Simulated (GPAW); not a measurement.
# A Pb chain with an O atom bridging one bond: converging a transmission, part 3 of 4

Aim: the cheapest settings that leave the conductance of a Pb chain with an O atom bridging one bond unchanged.

GPAW 26.7.0; GPAW LCAO, PAW setups; Landauer transmission from Green's functions with principal layers (ASE), zero bias.

So far, conductance (G₀): step 2 (base settings) 0.983; step 9 (energies [-2, 2, 0.2] eV) 0.980; step 10 (energies [-2, 2, 0.1] eV) 0.982; step 12 (energies [-2, 2, 0.0125] eV) 0.983; step 14 (another cell) 1.29.

## 15. Varying the width of the vacuum box, box 6 Å

The cell differs from the one that the last finished run ended in (a 5.000 → 6.000 Å, b 5.000 → 6.000 Å).

File run.py:

```python
import json
import numpy as np
from ase import Atoms
from ase.transport.calculators import TransportCalculator
from gpaw import GPAW, FermiDirac
from gpaw.lcao.tools import get_lcao_hamiltonian
from scipy.linalg import eigh

# The junction with lead layers at both ends, along the third cell vector
device = Atoms(
    ['Pb', 'Pb', 'Pb', 'Pb', 'Pb', 'O', 'Pb', 'Pb', 'Pb', 'Pb', 'Pb'],
    positions=[
        [3.00000, 3.00000, 1.45000],
        [3.00000, 3.00000, 4.35000],
        [3.00000, 3.00000, 7.25000],
        [3.00000, 3.00000, 10.15000],
        [3.00000, 3.00000, 13.05000],
        [4.19979, 3.00000, 14.60000],
        [3.00000, 3.00000, 16.15000],
        [3.00000, 3.00000, 19.05000],
        [3.00000, 3.00000, 21.95000],
        [3.00000, 3.00000, 24.85000],
        [3.00000, 3.00000, 27.75000]],
    cell=[[6.0, 0.0, 0.0], [0.0, 6.0, 0.0], [0.0, 0.0, 29.2]],
    pbc=True)

# One principal layer of the lead: the first 3 atoms of the device
lead = Atoms(
    ['Pb', 'Pb', 'Pb'],
    positions=[
        [3.00000, 3.00000, 1.45000],
        [3.00000, 3.00000, 4.35000],
        [3.00000, 3.00000, 7.25000]],
    cell=[[6.0, 0.0, 0.0], [0.0, 6.0, 0.0], [0.0, 0.0, 8.7]],
    pbc=True)

settings = dict(mode='lcao', basis='szp(dzp)', xc='LDA', h=0.18,
                occupations=FermiDirac(0.1), maxiter=250,
                mixer=dict(beta=0.1, nmaxold=8, weight=100.0),
                convergence=dict(density=0.0001))
energies = np.arange(-2, 2 + 1e-9, 0.05)
eta = 0.0001
n1, n2 = 1, 1
# k and -k transmit alike, so half of the mesh across the current serves
mesh = [(i, j) for i in range(n1) for j in range(n2) if (i, j) <= (-i % n1, -j % n2)]
weights = np.array([1 if (i, j) == (-i % n1, -j % n2) else 2 for i, j in mesh]) / (n1 * n2)

# [... helper functions left out ...]
fermi_lead = ground_state(lead, (1, 1, 13), 'lead.txt')
fermi_device = ground_state(device, (1, 1, 3), 'device.txt')
# [... loop over the mesh left out, but for ...]
        # Shift the lead onto the potential of the device's first layer
        shift = ((H[:, 0, 0] - H0[:, 0, 0]) / S0[0, 0]).real.mean()
# [...]
kT = 8.617333e-5 * 500
bias = [0.1, 0.2, 0.5, 1.0, 1.5, 2.0]
# [... integrals and printing left out ...]
```

Launch:

```bash
> OMP_NUM_THREADS=1 OPENBLAS_NUM_THREADS=2 python run.py
```

Output:

```text
basis functions: device 149, principal layer 42
Fermi level: lead -0.7651 eV, device -0.6103 eV; lead shifted by -0.0223 eV
largest coupling past the next layer 2.82e-08 eV, largest misfit of the first layer 0.039 eV
  E-E_F (eV)   T (one spin)  channels
    -2.000    8.8857e-03    1.0000
    -1.950    8.9564e-03    1.0000
    -1.900    8.9378e-03    1.0000
    -1.850    8.8288e-03    1.0000
    -1.800    8.6284e-03    1.0000
    -1.750    8.3353e-03    1.0000
    -1.700    7.9490e-03    1.0000
    -1.650    7.4693e-03    1.0000
    -1.600    6.8976e-03    1.0000
    -1.550    6.2369e-03    1.0000
    -1.500    5.4931e-03    1.0000
    -1.450    4.6765e-03    1.0000
    -1.400    3.8032e-03    1.0000
    -1.350    2.8983e-03    1.0000
    -1.300    1.9993e-03    1.0000
    -1.250    1.1627e-03    1.0000
[...]
1.650    1.0883e+00    3.0000
     1.700    1.0975e+00    3.0000
     1.750    1.1071e+00    3.0000
     1.800    1.1170e+00    3.0000
     1.850    1.1270e+00    3.0000
     1.900    1.1370e+00    3.0000
     1.950    1.1469e+00    3.0000
     2.000    1.1564e+00    3.0000
conductance at 500 K: 1.0991 G0 a cell; thermopower 1.341 uV/K
current from the zero-bias T(E) at 0.1 V: 8.5115 uA
current from the zero-bias T(E) at 0.2 V: 16.999 uA
current from the zero-bias T(E) at 0.5 V: 42.086 uA
current from the zero-bias T(E) at 1.0 V: 81.268 uA
current from the zero-bias T(E) at 1.5 V: 111.18 uA
current from the zero-bias T(E) at 2.0 V: 131.97 uA
```

Run time: 39 s. Hardware: 2 threads of Intel Xeon Platinum 8559C (Emerald Rapids), shared host; peak memory 0.82 GiB.

Numbers from this step:

* conductance: 1.099 G₀
* largest misfit of the first principal layer: 0.03922 eV
* shift that aligns the lead: -0.02225 eV
* transmission at the Fermi level (one spin): 1.103

One spin. The transmission, zone mean by energy, zero at the Fermi level:

energy (eV), transmission, zone mean and a bar:
```
   -2.000       0.01 
   -1.800       0.01 
   -1.600       0.01 
   -1.400       0.00 
   -1.200       0.00 
   -1.000       0.00 
   -0.800       0.05 #
   -0.600       0.69 ##################
   -0.400       0.99 ##########################
   -0.200       1.10 ############################
    0.000       1.10 #############################
    0.200       1.06 ###########################
    0.400       1.03 ###########################
    0.600       1.03 ###########################
    0.800       1.03 ###########################
    1.000       1.03 ###########################
    1.200       1.03 ###########################
    1.400       1.05 ###########################
    1.600       1.08 ############################
    1.800       1.12 #############################
    2.000       1.16 ##############################
```

Crossings of the lead's bands, unfolded to its shortest repeat. The open channels, zone mean by energy, zero at the Fermi level:

```csv
energy (eV),"open channels, zone mean"
-2.00,1
-1.90,1
-1.80,1
-1.70,1
-1.55,1
-1.45,1
-1.35,1
-1.25,1
-1.15,1
-1.05,1
-0.90,1
-0.80,1
-0.70,1
-0.60,3
-0.50,3
-0.40,3
-0.25,3
-0.15,3
-0.05,3
0.00,3
0.05,3
0.15,3
0.25,3
0.40,3
0.50,3
0.60,3
0.70,3
0.80,3
0.90,3
1.05,3
1.15,3
1.25,3
1.35,3
1.45,3
1.55,3
1.70,3
1.80,3
1.90,3
2.00,3
```

Not self-consistent under bias; the bias window is split evenly. Table of current through one cell, from the zero-bias transmission by bias:

| bias (V) | current through one cell, from the zero-bias transmission (μA) |
| --- | --- |
| 0.100 | 8.51 |
| 0.200 | 17.0 |
| 0.500 | 42.1 |
| 1.000 | 81.3 |
| 1.500 | 111 |
| 2.000 | 132 |

The conductance, 1.10 G₀, lies 12 % above that of the base run.

## 16. Varying the width of the vacuum box, box 7.5 × 7.5 Å

The cell differs from the one that the last finished run ended in (a 6.000 → 7.500 Å, b 6.000 → 7.500 Å).

run.py: that of step 15 with these lines changed.

```diff
@@ -12,14 +12,14 @@
     positions=[
-        [3.00000, 3.00000, 1.45000],
-        [3.00000, 3.00000, 4.35000],
-        [3.00000, 3.00000, 7.25000],
-        [3.00000, 3.00000, 10.15000],
-        [3.00000, 3.00000, 13.05000],
-        [4.19979, 3.00000, 14.60000],
-        [3.00000, 3.00000, 16.15000],
-        [3.00000, 3.00000, 19.05000],
-        [3.00000, 3.00000, 21.95000],
-        [3.00000, 3.00000, 24.85000],
-        [3.00000, 3.00000, 27.75000]],
-    cell=[[6.0, 0.0, 0.0], [0.0, 6.0, 0.0], [0.0, 0.0, 29.2]],
+        [3.75000, 3.75000, 1.45000],
+        [3.75000, 3.75000, 4.35000],
+        [3.75000, 3.75000, 7.25000],
+        [3.75000, 3.75000, 10.15000],
+        [3.75000, 3.75000, 13.05000],
+        [4.94979, 3.75000, 14.60000],
+        [3.75000, 3.75000, 16.15000],
+        [3.75000, 3.75000, 19.05000],
+        [3.75000, 3.75000, 21.95000],
+        [3.75000, 3.75000, 24.85000],
+        [3.75000, 3.75000, 27.75000]],
+    cell=[[7.5, 0.0, 0.0], [0.0, 7.5, 0.0], [0.0, 0.0, 29.2]],
     pbc=True)
@@ -30,6 +30,6 @@
     positions=[
-        [3.00000, 3.00000, 1.45000],
-        [3.00000, 3.00000, 4.35000],
-        [3.00000, 3.00000, 7.25000]],
-    cell=[[6.0, 0.0, 0.0], [0.0, 6.0, 0.0], [0.0, 0.0, 8.7]],
+        [3.75000, 3.75000, 1.45000],
+        [3.75000, 3.75000, 4.35000],
+        [3.75000, 3.75000, 7.25000]],
+    cell=[[7.5, 0.0, 0.0], [0.0, 7.5, 0.0], [0.0, 0.0, 8.7]],
     pbc=True)
```

Output:

```text
basis functions: device 149, principal layer 42
Fermi level: lead -2.3137 eV, device -2.1614 eV; lead shifted by -0.0198 eV
largest coupling past the next layer 2.82e-08 eV, largest misfit of the first layer 0.039 eV
  E-E_F (eV)   T (one spin)  channels
    -2.000    6.6514e-03    1.0000
    -1.950    7.0195e-03    1.0000
    -1.900    7.3163e-03    1.0000
[...]
1.950    1.2160e+00    3.0000
     2.000    1.2258e+00    3.0000
conductance at 500 K: 0.98931 G0 a cell; thermopower 0.2247 uV/K
current from the zero-bias T(E) at 0.1 V: 7.6618 uA
current from the zero-bias T(E) at 0.2 V: 15.303 uA
current from the zero-bias T(E) at 0.5 V: 37.911 uA
current from the zero-bias T(E) at 1.0 V: 73.267 uA
current from the zero-bias T(E) at 1.5 V: 100.02 uA
current from the zero-bias T(E) at 2.0 V: 119.45 uA
```

Wall time 35 s (2 threads); peak memory 1 GiB.

The conductance, 0.989 G₀, lies 0.7 % above that of the base run.

## 17. Width of the vacuum box, box 11 × 11 Å

The cell differs from the one that the last finished run ended in (a 7.500 → 11.000 Å, b 7.500 → 11.000 Å).

run.py: that of step 16 with these lines changed.

```diff
@@ -12,14 +12,14 @@
     positions=[
-        [3.75000, 3.75000, 1.45000],
-        [3.75000, 3.75000, 4.35000],
-        [3.75000, 3.75000, 7.25000],
-        [3.75000, 3.75000, 10.15000],
-        [3.75000, 3.75000, 13.05000],
-        [4.94979, 3.75000, 14.60000],
-        [3.75000, 3.75000, 16.15000],
-        [3.75000, 3.75000, 19.05000],
-        [3.75000, 3.75000, 21.95000],
-        [3.75000, 3.75000, 24.85000],
-        [3.75000, 3.75000, 27.75000]],
-    cell=[[7.5, 0.0, 0.0], [0.0, 7.5, 0.0], [0.0, 0.0, 29.2]],
+        [5.50000, 5.50000, 1.45000],
+        [5.50000, 5.50000, 4.35000],
+        [5.50000, 5.50000, 7.25000],
+        [5.50000, 5.50000, 10.15000],
+        [5.50000, 5.50000, 13.05000],
+        [6.69979, 5.50000, 14.60000],
+        [5.50000, 5.50000, 16.15000],
+        [5.50000, 5.50000, 19.05000],
+        [5.50000, 5.50000, 21.95000],
+        [5.50000, 5.50000, 24.85000],
+        [5.50000, 5.50000, 27.75000]],
+    cell=[[11.0, 0.0, 0.0], [0.0, 11.0, 0.0], [0.0, 0.0, 29.2]],
     pbc=True)
@@ -30,6 +30,6 @@
     positions=[
-        [3.75000, 3.75000, 1.45000],
-        [3.75000, 3.75000, 4.35000],
-        [3.75000, 3.75000, 7.25000]],
-    cell=[[7.5, 0.0, 0.0], [0.0, 7.5, 0.0], [0.0, 0.0, 8.7]],
+        [5.50000, 5.50000, 1.45000],
+        [5.50000, 5.50000, 4.35000],
+        [5.50000, 5.50000, 7.25000]],
+    cell=[[11.0, 0.0, 0.0], [0.0, 11.0, 0.0], [0.0, 0.0, 8.7]],
     pbc=True)
```

Output:

```text
basis functions: device 149, principal layer 42
Fermi level: lead -3.5438 eV, device -3.4026 eV; lead shifted by -0.0159 eV
largest coupling past the next layer 2.82e-08 eV, largest misfit of the first layer 0.041 eV
  E-E_F (eV)   T (one spin)  channels
    -2.000    6.4109e-03    1.0000
    -1.950    6.8123e-03    1.0000
    -1.900    7.1420e-03    1.0000
[...]
1.950    1.2182e+00    3.0000
     2.000    1.2281e+00    3.0000
conductance at 500 K: 0.98024 G0 a cell; thermopower 0.003126 uV/K
current from the zero-bias T(E) at 0.1 V: 7.592 uA
current from the zero-bias T(E) at 0.2 V: 15.167 uA
current from the zero-bias T(E) at 0.5 V: 37.606 uA
current from the zero-bias T(E) at 1.0 V: 72.643 uA
current from the zero-bias T(E) at 1.5 V: 99.267 uA
current from the zero-bias T(E) at 2.0 V: 118.69 uA
```

Wall time 49 s (2 threads); peak memory 1.7 GiB.

The conductance, 0.980 G₀, lies 0.2 % below that of the base run.

## 18. Varying the width of the vacuum box, box 13 × 13 Å

The cell differs from the one that the last finished run ended in (a 11.000 → 13.000 Å, b 11.000 → 13.000 Å).

run.py: that of step 17 with these lines changed.

```diff
@@ -12,14 +12,14 @@
     positions=[
-        [5.50000, 5.50000, 1.45000],
-        [5.50000, 5.50000, 4.35000],
-        [5.50000, 5.50000, 7.25000],
-        [5.50000, 5.50000, 10.15000],
-        [5.50000, 5.50000, 13.05000],
-        [6.69979, 5.50000, 14.60000],
-        [5.50000, 5.50000, 16.15000],
-        [5.50000, 5.50000, 19.05000],
-        [5.50000, 5.50000, 21.95000],
-        [5.50000, 5.50000, 24.85000],
-        [5.50000, 5.50000, 27.75000]],
-    cell=[[11.0, 0.0, 0.0], [0.0, 11.0, 0.0], [0.0, 0.0, 29.2]],
+        [6.50000, 6.50000, 1.45000],
+        [6.50000, 6.50000, 4.35000],
+        [6.50000, 6.50000, 7.25000],
+        [6.50000, 6.50000, 10.15000],
+        [6.50000, 6.50000, 13.05000],
+        [7.69979, 6.50000, 14.60000],
+        [6.50000, 6.50000, 16.15000],
+        [6.50000, 6.50000, 19.05000],
+        [6.50000, 6.50000, 21.95000],
+        [6.50000, 6.50000, 24.85000],
+        [6.50000, 6.50000, 27.75000]],
+    cell=[[13.0, 0.0, 0.0], [0.0, 13.0, 0.0], [0.0, 0.0, 29.2]],
     pbc=True)
@@ -30,6 +30,6 @@
     positions=[
-        [5.50000, 5.50000, 1.45000],
-        [5.50000, 5.50000, 4.35000],
-        [5.50000, 5.50000, 7.25000]],
-    cell=[[11.0, 0.0, 0.0], [0.0, 11.0, 0.0], [0.0, 0.0, 8.7]],
+        [6.50000, 6.50000, 1.45000],
+        [6.50000, 6.50000, 4.35000],
+        [6.50000, 6.50000, 7.25000]],
+    cell=[[13.0, 0.0, 0.0], [0.0, 13.0, 0.0], [0.0, 0.0, 8.7]],
     pbc=True)
```

Output:

```text
basis functions: device 149, principal layer 42
Fermi level: lead -3.8373 eV, device -3.6991 eV; lead shifted by -0.0153 eV
largest coupling past the next layer 2.82e-08 eV, largest misfit of the first layer 0.041 eV
  E-E_F (eV)   T (one spin)  channels
    -2.000    6.4342e-03    1.0000
    -1.950    6.8371e-03    1.0000
    -1.900    7.1678e-03    1.0000
[...]
1.950    1.2172e+00    3.0000
     2.000    1.2271e+00    3.0000
conductance at 500 K: 0.97855 G0 a cell; thermopower 0.02081 uV/K
current from the zero-bias T(E) at 0.1 V: 7.5793 uA
current from the zero-bias T(E) at 0.2 V: 15.143 uA
current from the zero-bias T(E) at 0.5 V: 37.565 uA
current from the zero-bias T(E) at 1.0 V: 72.539 uA
current from the zero-bias T(E) at 1.5 V: 99.064 uA
current from the zero-bias T(E) at 2.0 V: 118.47 uA
```

Wall time 66 s (2 threads); peak memory 2.3 GiB.

One spin. The transmission, zone mean by energy, zero at the Fermi level:

```
energy (eV)  transmission, zone mean
      -2.00                  0.00643
      -1.90                  0.00717
      -1.80                  0.00761
      -1.70                  0.00773
      -1.55                  0.00728
      -1.45                  0.00651
      -1.35                  0.00535
      -1.25                  0.00384
      -1.15                  0.00210
      -1.05                   5.1e-4
      -0.90                  0.00125
      -0.80                   0.0114
      -0.70                   0.0834
      -0.60                    0.548
      -0.50                    0.732
      -0.40                    0.848
      -0.25                    0.945
      -0.15                    0.973
      -0.05                    0.982
       0.00                    0.981
       0.05                    0.979
       0.15                    0.972
       0.25                    0.965
       0.40                    0.959
       0.50                    0.958
       0.60                    0.960
       0.70                    0.965
       0.80                    0.972
       0.90                    0.982
       1.05                     1.00
       1.15                     1.02
       1.25                     1.04
       1.35                     1.07
       1.45                     1.09
       1.55                     1.12
       1.70                     1.16
       1.80                     1.18
       1.90                     1.21
       2.00                     1.23
```

The conductance, 0.979 G₀, lies 0.4 % below that of the base run.

## 19. Convergence in the width of the vacuum box

The runs and the base run on one axis.

This step: convergence of the conductance (GPAW 26.7.0).

Conductance against width of the vacuum box:

```csv
width of the vacuum box (Å),conductance (G₀)
5.00,1.29
6.00,1.10
7.50,0.989
9.00,0.983
11.00,0.980
13.00,0.979
```

## 20. Varying the smearing: width = 0.01

Smearing helps the SCF of a metal converge, but it blurs occupations at band edges near the Fermi level.

This step: GPAW LCAO, PAW setups; Landauer transmission from Green's functions with principal layers (ASE), zero bias (GPAW 26.7.0).

run.py: that of step 18 with these lines changed.

```diff
@@ -12,14 +12,14 @@
     positions=[
-        [6.50000, 6.50000, 1.45000],
-        [6.50000, 6.50000, 4.35000],
-        [6.50000, 6.50000, 7.25000],
-        [6.50000, 6.50000, 10.15000],
-        [6.50000, 6.50000, 13.05000],
-        [7.69979, 6.50000, 14.60000],
-        [6.50000, 6.50000, 16.15000],
-        [6.50000, 6.50000, 19.05000],
-        [6.50000, 6.50000, 21.95000],
-        [6.50000, 6.50000, 24.85000],
-        [6.50000, 6.50000, 27.75000]],
-    cell=[[13.0, 0.0, 0.0], [0.0, 13.0, 0.0], [0.0, 0.0, 29.2]],
+        [4.50000, 4.50000, 1.45000],
+        [4.50000, 4.50000, 4.35000],
+        [4.50000, 4.50000, 7.25000],
+        [4.50000, 4.50000, 10.15000],
+        [4.50000, 4.50000, 13.05000],
+        [5.69979, 4.50000, 14.60000],
+        [4.50000, 4.50000, 16.15000],
+        [4.50000, 4.50000, 19.05000],
+        [4.50000, 4.50000, 21.95000],
+        [4.50000, 4.50000, 24.85000],
+        [4.50000, 4.50000, 27.75000]],
+    cell=[[9.0, 0.0, 0.0], [0.0, 9.0, 0.0], [0.0, 0.0, 29.2]],
     pbc=True)
@@ -30,6 +30,6 @@
     positions=[
-        [6.50000, 6.50000, 1.45000],
-        [6.50000, 6.50000, 4.35000],
-        [6.50000, 6.50000, 7.25000]],
-    cell=[[13.0, 0.0, 0.0], [0.0, 13.0, 0.0], [0.0, 0.0, 8.7]],
+        [4.50000, 4.50000, 1.45000],
+        [4.50000, 4.50000, 4.35000],
+        [4.50000, 4.50000, 7.25000]],
+    cell=[[9.0, 0.0, 0.0], [0.0, 9.0, 0.0], [0.0, 0.0, 8.7]],
     pbc=True)
@@ -37,3 +37,3 @@
 settings = dict(mode='lcao', basis='szp(dzp)', xc='LDA', h=0.18,
-                occupations=FermiDirac(0.1), maxiter=250,
+                occupations=FermiDirac(0.01), maxiter=250,
                 mixer=dict(beta=0.1, nmaxold=8, weight=100.0),
```

Output:

```text
basis functions: device 149, principal layer 42
Fermi level: lead -3.0711 eV, device -2.8894 eV; lead shifted by -0.0092 eV
largest coupling past the next layer 2.82e-08 eV, largest misfit of the first layer 0.064 eV
  E-E_F (eV)   T (one spin)  [channel counts left out]
    -2.000    6.3530e-03
    -1.950    6.7221e-03
    -1.900    7.0196e-03
    -1.850    7.2446e-03
    -1.800    7.3954e-03
    -1.750    7.4699e-03
    -1.700    7.4657e-03
    -1.650    7.3798e-03
    -1.600    7.2092e-03
    -1.550    6.9508e-03
    -1.500    6.6022e-03
    -1.450    6.1615e-03
    -1.400    5.6285e-03
    -1.350    5.0053e-03
    -1.300    4.2978e-03
    -1.250    3.5181e-03
[...]
1.650    1.1513e+00
     1.700    1.1632e+00
     1.750    1.1747e+00
     1.800    1.1860e+00
     1.850    1.1969e+00
     1.900    1.2076e+00
     1.950    1.2179e+00
     2.000    1.2278e+00
conductance at 500 K: 0.96513 G0 a cell; thermopower 2.094 uV/K
current from the zero-bias T(E) at 0.1 V: 7.4782 uA
current from the zero-bias T(E) at 0.2 V: 14.957 uA
current from the zero-bias T(E) at 0.5 V: 37.304 uA
current from the zero-bias T(E) at 1.0 V: 72.158 uA
current from the zero-bias T(E) at 1.5 V: 98.854 uA
current from the zero-bias T(E) at 2.0 V: 118.29 uA
```

Wall time 52 s (2 threads); peak memory 1.5 GiB.

Numbers from this step:

| Item | Value |
| --- | --- |
| conductance | 0.9651 G₀ |
| thermopower | 2.094 μV/K |
| largest misfit of the first principal layer | 0.06392 eV |
| shift that aligns the lead | -0.009226 eV |
| transmission at the Fermi level (one spin) | 0.9643 |

One spin. Table of transmission, zone mean by energy, zero at the Fermi level:

```
energy (eV)  transmission, zone mean
      -2.00                  0.00635
      -1.85                  0.00724
      -1.70                  0.00747
      -1.60                  0.00721
      -1.45                  0.00616
      -1.30                  0.00430
      -1.15                  0.00184
      -1.05                   3.8e-4
      -0.90                  0.00151
      -0.75                   0.0286
      -0.60                    0.572
      -0.50                    0.710
      -0.35                    0.918
      -0.20                    0.995
      -0.05                    0.975
       0.00                    0.964
       0.05                    0.955
       0.20                    0.937
       0.35                    0.936
       0.50                    0.944
       0.60                    0.951
       0.75                    0.964
       0.90                    0.982
       1.05                     1.01
       1.15                     1.03
       1.30                     1.06
       1.45                     1.10
       1.60                     1.14
       1.70                     1.16
       1.85                     1.20
       2.00                     1.23
```

Not self-consistent under bias; the bias window is split evenly. Table of current through one cell, from the zero-bias transmission by bias:

```csv
bias (V),"current through one cell, from the zero-bias transmission (μA)"
0.100,7.48
0.200,15.0
0.500,37.3
1.000,72.2
1.500,98.9
2.000,118
```

The conductance, 0.965 G₀, lies 1.8 % below that of the base run.

(Part 3 of 4 ends here.)

[Logs are printed without paths, hosts, clocks, repeated set-up lines and the standing remarks that a program may print on its own settings, such as how far it seeks lower states.]

[Hosts, paths, dates, database ids (printed as entryN), source tags and the programs' standing remarks are cut or masked in the printed files.]
